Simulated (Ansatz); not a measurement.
# Gate voltage at the highest density: arsenene bilayer, AB

A layer charged from two gates alike needs a voltage that grows with the carrier density; the slope is e over the total capacitance.

**Method.** Ansatz 0.2.0, plane waves with PAW datasets (its set soft_2), PBE-D3(BJ); isolated slab, charged sheets 5 Å from the outer atoms behind model barriers, atoms held, Fermi-Dirac smearing of 0.02585 eV. The voltage is that of the gates (their mean) against the layer's Fermi level, from the uncharged case, which has a gap of 0.09 eV.

| run | added electrons (10¹³ per cm²) | gate voltage (V) |
| --- | --- | --- |
| run 1 | 1.00 | 0.37 |
| run 2 | 3.00 | 1.08 |
| run 3 | 6.00 | 2.10 |
| run 4 | 10.00 | ? |

Q: Estimate the withheld value from the rows shown.

A least-squares line through the 3 rows shown has slope 0.3455 and intercept 0.0317; no row lies more than 0.01 V off it. The capacitance is 1.602/0.3455 = 4.64 µF/cm², against 3.54 µF/cm² for plates 5 Å apart in vacuum on both sides; it is the larger, as where the added charge has its centre outside the outer atoms (not examined here). At 10.00 it gives 0.3455 × 10.00 + 0.0317 = 3.49 V, beyond the rows fitted. Rounding and scatter of the rows alone allow about ±0.031 V there.

The run itself gives 3.45 V: a miss of −0.04 V, or 1.2 % of the value. The capacitance rises a little towards the highest density.

Caveats: The gates are model sheets, not atoms, and low densities sample few k-points.
